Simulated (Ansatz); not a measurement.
# PbO2 monolayer (1T): the cell at rest

Wanted: the relaxed cell of PbO2 monolayer (1T).

Program: Ansatz 0.2.0. Level of theory: DFT LDA, scalar-relativistic, plane waves, PAW. Results are calculated unless marked as measured.

Report form: the programs' logs are mostly left out.

## (1) The structure

The cell holds 3 atoms: 1 Pb and 2 O. Its edges and angles: a = 3.470 Å, b = 3.470 Å, c = 20.000 Å, α = 90.0°, β = 90.0°, γ = 120.0°. Vacuum lies along c.

## (2) A coarse first look

First a cheap look: the gap decides the mesh and the occupations, the pressure tells how far the cell has to move.

The program solves this slab on a cell height of its own, 28.3 Å, in place of the one typed.

Input file input.yaml:

```yaml
crystal:
  lattice:
    - [3.47, 0.0, 0.0]
    - [-1.735, 3.00511, 0.0]
    - [0.0, 0.0, 20.0]
  atoms:
    - { symbol: Pb, position: [0.0, 0.0, 0.5] }
    - { symbol: O, position: [0.333333, 0.666667, 0.55635] }
    - { symbol: O, position: [0.666667, 0.333333, 0.44365] }
  periodic: [true, true, false]
kpoints:
  mp_grid: { grid: [6, 6, 1] }
hamiltonian:
  xc: lda
scf:
  occupations: { method: gaussian, width: 0.1 }
output:
  forces: true
  stress: true
  eigenvalues: true
```

Started as:

```sh
$ ansatz run input.yaml --threads 8 --pin off --max-ram 14336MiB --backend cpu --events-out ev --progress --plain --runs-dir out
```

The job ended after 0.65 s (8 threads of Arm Neoverse V1, shared host; peak memory 0.51 GiB).

A gap read on the k-mesh alone can miss the band edges.

This step gave:

- gap on the k-mesh: 1.078 eV
- direct gap on mesh: 1.409 eV
- area per atom: 3.476 Å²

The coarse mesh shows a gap of 1.08 eV.

## (3) Coarse relaxation

The start is far from rest, so a relaxation with loose tolerances brings it close first.

The program solves this slab on a cell height of its own, 28.3 Å, in place of the one typed.

Edit input.yaml of step 2 so:

```diff
@@ -20 +20,6 @@
   eigenvalues: true
+relax:
+  adjacent_minimum: "off"
+  f_tol: 0.05
+  max_steps: 80
+  cell: { stress_2d_tol: 0.02 }
```

Wall time 4.3 s (8 threads); peak memory 0.53 GiB.

Step by step:

```tsv
step	energy less that of the first step (eV)	largest force component (eV/Å)	volume (Å³)
1	0.0000	1.3433	295.19
2	-0.2644	0.7574	281.20
3	-0.3300	0.0594	277.19
4	-0.3341	0.0055	274.44
5	-0.3340	0.0008	274.63
6*	-0.3245	0.0016	274.63
7	-0.3252	0.0007	273.89
8*	-0.3247	0.0007	273.89
```

Relaxation steps marked * repeat the geometry before them on a plane-wave basis chosen anew for their cell, so energy and pressure can jump there.

Forces are held to the 12 operations that the run works with; a distortion that breaks them can't arise in this run.

```tsv
cell as run	before	after	change
a (Å)	3.470	3.342	-3.7 %
b (Å)	3.470	3.342	-3.7 %
```

The atoms that moved most (Å, along periodic axes as changes of fractional coordinates times the final cell, across vacuum about the mean position):

```tsv
atom	dx	dy	dz	length
O2	0.000	0.000	-0.090	0.090
O3	0.000	0.000	0.090	0.090
```

The relaxed structure:

```xyz
3
Lattice="3.3425 0.0000 0.0000 -1.6712 2.8946 0.0000 0.0000 0.0000 28.3080" Properties=species:S:1:pos:R:3
Pb    0.0000    0.0000   10.0000
O     0.0000    1.9298   11.0368
O     1.6712    0.9649    8.9632
```

Numbers from this step:

```
gap on the k-mesh  : 1.477 eV
direct gap on mesh : 1.761 eV
area per atom      : 3.225 Å²
```

The relaxation ends with a largest force component of 7.4e-4 eV/Å.

## (4) Relaxation

The cell and atoms are relaxed, since residual forces and stress would shift the frequencies.

Input file input.yaml:

```yaml
crystal:
  lattice:
    - [3.3424512149, 0.0, 0.0]
    - [-1.6712256075, 2.894647663, 0.0]
    - [0.0, 0.0, 28.308]
  atoms:
    - { symbol: Pb, position: [0.0, 0.0, 0.3532570298] }
    - { symbol: O, position: [0.3333333333, 0.6666666667, 0.3898831371] }
    - { symbol: O, position: [0.6666666667, 0.3333333333, 0.3166309225] }
  periodic: [true, true, false]
kpoints:
  mp_grid: { grid: [9, 9, 1] }
hamiltonian:
  xc: lda
scf:
  occupations: { method: gaussian, width: 0.02 }
output:
  forces: true
  stress: true
  eigenvalues: true
relax:
  adjacent_minimum: "off"
  f_tol: 0.005
  max_steps: 80
  cell: { stress_2d_tol: 0.02 }
```

The job ended after 1.7 s (8 threads; peak memory 0.61 GiB).

Little changed from the start: no atom moved by 0.005 Å and no cell edge by 0.1 %.

This step gave:

| Quantity | Value |
| --- | --- |
| gap on the k-mesh | 1.471 eV |
| direct gap on mesh | 1.762 eV |

## (5) Tight relaxation

Phonons need a cell at rest on their own settings, so the relaxation is repeated with tight tolerances on forces and stress, using the mesh and the filling of the phonon run that follows.

input.yaml, the sections that differ from step 4:

```yaml
kpoints:
  mp_grid: { grid: [12, 12, 1] }
scf:
  occupations: { method: fixed }
output:
  forces: true
  stress: true
  eigenvalues: true
  write_density: true
  write_potential: true
  elf: true
  volumetric_format: npy
relax:
  adjacent_minimum: "off"
  f_tol: 0.001
  max_steps: 60
  cell: { stress_2d_tol: 0.002 }
# crystal, hamiltonian: as in step 4
```

Elapsed: 3.6 s, on 8 threads; peak memory 0.66 GiB; 24 s of CPU time.

Little changed from the start: no atom moved by 0.005 Å and no cell edge by 0.1 %.

This step gave:

| Property | Result |
| --- | --- |
| gap on the k-mesh | 1.466 eV |

Valence density in the ac plane at fractional y = 0.000, with atoms of Pb within 0.2 Å of it. It is the smooth field of the valence electrons, not physical close to the nuclei.

Ten steps, logarithmic in the rise over the least value, from '0' (0.00 × 1e0 e/Å³) to '9' (7.45 × 1e0 e/Å³), each cell a mean:
```
00000000000000000
00000000000000000
00000000000000000
00000000000000000
00000000000000000
00000000000000000
00000000000000000
00000000000000000
00000000000000000
00000000000000000
00000000000000000
00000000000000000
00000000000000000
00000000000000000
55443323333233445
99876433223346789
44332222332222334
00000000000000000
00000000000000000
00000000000000000
00000000000000000
00000000000000000
00000000000000000
00000000000000000
```
Columns run along a (3.3 Å), rows up along c (28.3 Å). Atoms in or near the plane, at fractional coordinates: Pb at (0.00, 0.35).

Electrostatic potential energy in the ac plane at fractional y = 0.000, with atoms of Pb within 0.2 Å of it. With pseudopotentials it is smooth inside the atoms' cores, unlike the true potential.

Ten even steps from '_' (-28 eV) to '@' (0 eV), each cell a mean:
```
@@@@@@@@@@@@@@@@@@@@@@@@@@@@@@@@@@
@@@@@@@@@@@@@@@@@@@@@@@@@@@@@@@@@@
@@@@@@@@@@@@@@@@@@@@@@@@@@@@@@@@@@
@@@@@@@@@@@@@@@@@@@@@@@@@@@@@@@@@@
@@@@@@@@@@@@@@@@@@@@@@@@@@@@@@@@@@
@@@@@@@@@@@@@@@@@@@@@@@@@@@@@@@@@@
@@@@@@@@@@@@@@@@@@@@@@@@@@@@@@@@@@
@@@@@@@@@@@@@@@@@@@@@@@@@@@@@@@@@@
@@@@@@@@@@@@@@@@@@@@@@@@@@@@@@@@@@
@@@@@@@@@@@@@@@@@@@@@@@@@@@@@@@@@@
@@@@@@@@@@@@@@@@@@@@@@@@@@@@@@@@@@
@@@@@@@@@@@@@@@@@@@@@@@@@@@@@@@@@@
@@@@@@@@@@@@@@@@@@@@@@@@@@@@@@@@@@
@@@@@@@@@@@@@@@@@@@@@@@@@@@@@@@@@@
----==++**##%%%%%%%%%%%%##**++==--
__________::**########**::________
==++++**##%%%%%%%%%%%%%%%%##**++++
@@@@@@@@@@@@@@@@@@@@@@@@@@@@@@@@@@
@@@@@@@@@@@@@@@@@@@@@@@@@@@@@@@@@@
@@@@@@@@@@@@@@@@@@@@@@@@@@@@@@@@@@
@@@@@@@@@@@@@@@@@@@@@@@@@@@@@@@@@@
@@@@@@@@@@@@@@@@@@@@@@@@@@@@@@@@@@
@@@@@@@@@@@@@@@@@@@@@@@@@@@@@@@@@@
@@@@@@@@@@@@@@@@@@@@@@@@@@@@@@@@@@
```
Columns run along a (3.3 Å; values clipped at the 3rd and 97th percentile), rows up along c (28.3 Å). Atoms in or near the plane, at fractional coordinates: Pb at (0.00, 0.35).

ELF in the ac plane at fractional y = 0.000, with atoms of Pb within 0.2 Å of it. It is the smooth field of the valence electrons, not physical close to the nuclei.

Ten even steps from '0' (0.00) to '9' (0.49), each cell a mean:
```
00000000000000000
00000000000000000
00000000000000000
00000000000000000
00000000000000000
00000000000000000
00000000000000000
00000000000000000
00000000000000000
00000000000000000
00000000000000000
00000000000000000
00000000000000000
00000123443210000
44443468998643444
01246533333356421
44333468998643334
00000112332110000
00000000000000000
00000000000000000
00000000000000000
00000000000000000
00000000000000000
00000000000000000
```
Columns run along a (3.3 Å), rows up along c (28.3 Å). Atoms in or near the plane, at fractional coordinates: Pb at (0.00, 0.35).

The largest force component left is 0.79 meV/Å, within the tolerances set.

## (6) What came out

| Quantity | Value |
| --- | --- |
| space group after relaxation | P-3m1 |
| lattice constant a | 3.342 Å |
| lattice constant b | 3.342 Å |
| area per atom | 3.23 Å² |
| gap on the k-mesh | 1.47 eV |

**Reading.** The largest force component left is 0.79 meV/Å, within the tolerances set. The relaxation keeps the symmetry of its start, so it says nothing on stability against lower symmetry. Spin-orbit coupling is left out, which can matter for the heavy elements here. The starting cell was built on a prototype and not taken from a measurement.

[Logs are printed without paths, hosts, clocks, repeated set-up lines and the standing remarks that a program may print on its own settings, such as how far it seeks lower states.]

[Hosts, paths, dates, database ids (printed as entryN), source tags and the programs' standing remarks are cut or masked in the printed files.]
